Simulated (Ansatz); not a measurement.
# Lattice dynamics of CaTi2 (built on the sites of a database entry of MgZr2), part 2 of 2

Aim: the vibrations of CaTi2 (built on the sites of a database entry of MgZr2), their spectra, and whether the structure is stable.

Ansatz 0.2.0; DFT PBEsol, scalar-relativistic, plane waves, PAW.

So far. Step 4 (Relaxing to small forces for the phonons): The largest force component left is 0.0069 meV/Å and the pressure is 0.000 GPa, within the tolerances set. The cell now holds 21.46 Å³/atom. The relaxed cell has a = 3.106, c = 23.112 Å (conventional setting).

The structure was built from a prototype and need not be the compound's stable phase.

## (5) Linear response at the zone centre

The zone centre is the only wavevector solved here; it holds the modes that light can see, as far as symmetry allows. No field response is asked, since the mesh shows no gap.

input.yaml

```yaml
crystal:
  lattice:
    - [1.5532395982, 0.8967649473, 7.7041332417]
    - [-1.5532395982, 0.8967649473, 7.7041332417]
    - [0.0, -1.7935249531, 7.7041338168]
  atoms:
    - { symbol: Ca, position: [0.0, 0.0, 0.0] }
    - { symbol: Ti, position: [0.2113993745, 0.2113993745, 0.2113993745] }
    - { symbol: Ti, position: [0.7886006255, 0.7886006255, 0.7886006255] }
kpoints:
  mp_grid: { grid: [15, 15, 15] }
hamiltonian:
  xc: pbesol
scf:
  occupations: { method: methfessel_paxton, width: 0.2 }
output:
  eigenvalues: true
phonons:
  method: dfpt
```

Started as:

```console
ansatz run input.yaml --threads 8 --pin off --max-ram 14336MiB --backend cpu --events-out ev --progress --plain --runs-dir out
```

Numbers of over 12 decimals in the logs are rounded to 6 here.

What it wrote:

```text
[...]
Crystal: 3 atoms, lattice volume = 64.386 Å³
Basis set: ecut = 420 eV, 1255 PW (Γ), exchange–correlation on 108×108×108 points (8 copies of the dense FFT grid, shifted against one another)
Bands: 21, of which v1, the nominal top of the filled ones, is band 17 counted from 1 (16 counted from 0)
Symmetry: 12 space group operations
k-points: 904 of 3375 (irreducible under 2 space group operations, time reversal used)
[...]
SCF iter   1: F=—  HF=-6740.306402 eV  |F-HF|=—  |Δ(HF+E_count)|=         —  Δρ=8.51e-3  dr2=6.89e-2  ethr=1.77e-3  ⟨swp⟩=5.8  Hψ=201987  notcnv=0
automatic band count: the SCF goes on with 25 bands, as 21 were too few: they end inside the smearing window of the response
[...]
SCF iter   2: F=—  HF=-6740.297697 eV  |F-HF|=—  |Δ(HF+E_count)|=   8.70e-3  S|Δr|=    0.00e0  Δρ=5.31e-3  dr2=3.01e-2  ethr=2.03e-4  ⟨swp⟩=1.0  Hψ=29832  notcnv=0
[...]
SCF iter  10: F=-6740.292044 eV  HF=-6740.292044 eV  |F-HF|=1.82e-12  |Δ(HF+E_count)|=  2.91e-11  S|Δr|=    0.00e0  Δρ=7.85e-8  dr2=3.49e-12  ethr=1.00e-12  ⟨swp⟩=6.6  Hψ=101729  notcnv=0
[...]
SCF 1 converged in 10 iterations: F = -6740.292044 eV  dr2 = 3.49e-12
[...]
DFPT response loops at Γ: preconditioner auto → Kerker (q_TF=auto, 2.453 Å⁻¹) (partly filled bands, converged f_vac=0.000); β = 1.00, the filter's whole step (`scf.mixing.beta` (0.50) is not read by the response loops under this deck's `scf.mixing.preconditioner`; to damp them name `kerker` or `kerker_dos`, under which they read `scf.mixing.beta`, and type it under 1.00, their step now; both keys bind the ground state too); Broyden in place of MSR1
SCF converged after 10 iterations
[...]
Free energy (F): -6740.292044 eV
[...]
Internal energy: -6740.297285 eV  (E = F + TS)
E sigma→0 (E₀):  -6740.293354 eV
Entropy (-TS):   0.005242 eV (1.747 meV/atom)
Fermi energy:    10.580739 eV
[...]
--- Band table (eV; the first three rows and the last of 904) ---
  k-point 0: bands = [... 13 lower, 7.5272, 7.8585, 9.9667, 11.0728, 11.0728, 11.0983, 11.0983, 11.8749, ... 4 higher]
  k-point 1: bands = [... 13 lower, 7.6010, 7.9757, 9.9165, 10.9442, 11.0970, 11.1229, 11.1718, 11.8999, ... 4 higher]
  k-point 2: bands = [... 13 lower, 7.8193, 8.2874, 9.7915, 10.6867, 11.1526, 11.1621, 11.3725, 11.5687, ... 4 higher]
  k-point 903: bands = [... 13 lower, 6.4133, 8.4881, 10.5982, 11.0034, 11.0502, 11.0973, 11.1692, 11.5670, ... 4 higher]
--- Phonons (Γ-DFPT): 4 representative perturbations + reference, on 904 of 3375 k-points (Σ response iterations 12) ---
  k mesh reduced under 2 symmetry operations, with k and −k counted as one. Each operation leaves every solved perturbation unchanged. A smaller set is not used because it would not reduce the number of displacements times k-points to solve
  ASR residual: 1.021e-4 → 0.000e0 eV/Å²; symmetrization residual: 2.382e-4 eV/Å²
  ASR residual per site (eV/Å²): 4.02e-5 1.02e-4 1.02e-4
  Γ frequencies (cm⁻¹): 0.00 0.00 0.00 40.41 40.41 120.99 120.99 178.03 289.75
  non-analytic LO–TO correction: not included (Born effective charges unavailable; polar crystals: no LO–TO splitting at Γ)
```

Run time: 2.7 min. Hardware: 8 threads of Intel Xeon Platinum 8488C (Sapphire Rapids), shared host; peak memory 4.5 GiB.

This step gave:

```yaml
sum_rule_residual_before_enforcement: 1.02e-4 eV/Å²
point_group: -3m
highest_optical_mode_at_the_zone_centre_no_lo_to_term: 289.8 cm⁻¹
lowest_optical_zone_centre_mode: 40.41 cm⁻¹
```

Patterns of degenerate modes are one choice out of their space. The modes at Γ (shares of kinetic energy by element, %):

```
mode  frequency (cm⁻¹)  symmetry  Ca %  Ti %
   1               0.0  acoustic    30    70
   2               0.0  acoustic    30    70
   3               0.0  acoustic    30    70
   4              40.4        Eu    70    30
   5              40.4        Eu    70    30
   6             121.0        Eg     0   100
   7             121.0        Eg     0   100
   8             178.0       A2u    70    30
   9             289.8       A1g     0   100
```

Displacements in mode 5 (40.4 cm⁻¹), the largest set to 1:
```
Ca1  1.00  0.00  0.00
Ti2 -0.42  0.00  0.00
Ti3 -0.42  0.00  0.00
```

Displacements in mode 6 (121.0 cm⁻¹), the largest set to 1:
```
Ca1  0.00  0.00  0.00
Ti2  1.00  0.26  0.00
Ti3 -1.00 -0.26  0.00
```

Before it was imposed, the acoustic sum rule was missed by 1.0e-4 eV/Å². Small misses are needed for a sound result but don't prove that mesh and cutoff are converged. The lowest optical mode is real, 40.4 cm⁻¹.

## (6) Isotope substitution, element Ca, natural mass 40.078 amu

An isotope changes the mass and not the force constants, so no new electronic calculation is needed; the shifts show which modes move this element.

The same force constants with the mass of Ca changed from 40.078 to 47.953 u (phonopy, no LO-TO term). Both lists are sorted by frequency; levels can cross, so a row need not hold one and the same mode. Modes under 3 cm⁻¹ are left out. Isotope shifts, by row:

```
    q  rank  natural mass (cm⁻¹)  changed mass (cm⁻¹)
0 0 0     4                40.41                   38
0 0 0     5                40.41                   38
0 0 0     6                  121                  121
0 0 0     7                  121                  121
0 0 0     8                  178                167.4
0 0 0     9                289.8                289.8
```

A mode of this element alone would shift by -8.58 %. The highest zone-centre frequency without the field goes from 289.8 to 289.8 cm⁻¹ (+0.0 %). The product of the frequency ratios over all optical modes at Γ is 0.832; the product rule, (m/m′)^(3k/2) (M′/M)^(3/2) with k = 1 such atoms and M the mass of the cell, gives 0.831.

## (7) Another isotope, element Ti, natural mass 47.867 amu

The same for Ti, from 47.87 to 49.94 u.

A mode of this element alone would shift by -2.10 %. The highest zone-centre frequency without the field goes from 289.8 to 283.7 cm⁻¹ (-2.1 %). The product of the frequency ratios over all optical modes at Γ is 0.921; the product rule, (m/m′)^(3k/2) (M′/M)^(3/2) with k = 2 such atoms and M the mass of the cell, gives 0.921.

## (8) Summary of results

| Item | Value |
| --- | --- |
| space group after relaxation (within 0.01 Å) | R-3m |
| volume per atom | 21.5 Å³ |
| electronic character | no gap on this mesh |
| highest optical mode at the zone centre (no LO-TO term) | 290 cm⁻¹ |
| lowest optical zone-centre mode | 40.4 cm⁻¹ |
| imaginary modes at Γ (the only wavevector solved) | none |

What this shows: The structure is stable against zone-centre distortions, since no mode there is imaginary; other wavevectors were not solved, so zone-boundary instabilities are untested. The optical modes at Γ span 40 to 290 cm⁻¹. No dispersion was computed. The highest mode in this list at Γ, 289.8 cm⁻¹, is mostly motion of Ti (100 % of the kinetic energy). With no gap, or one that is small against the smearing, the frequencies hang on the k mesh and the smearing, most of all near Kohn anomalies. The starting cell was built on a prototype and not taken from a measurement, so the phase need not exist. These are harmonic frequencies at zero temperature: anharmonic shifts, linewidths and thermal expansion are left out.

[Logs are printed without paths, hosts, clocks, repeated set-up lines and the standing remarks that a program may print on its own settings, such as how far it seeks lower states.]

[Hosts, paths, dates, database ids (printed as entryN), source tags and the programs' standing remarks are cut or masked in the printed files.]
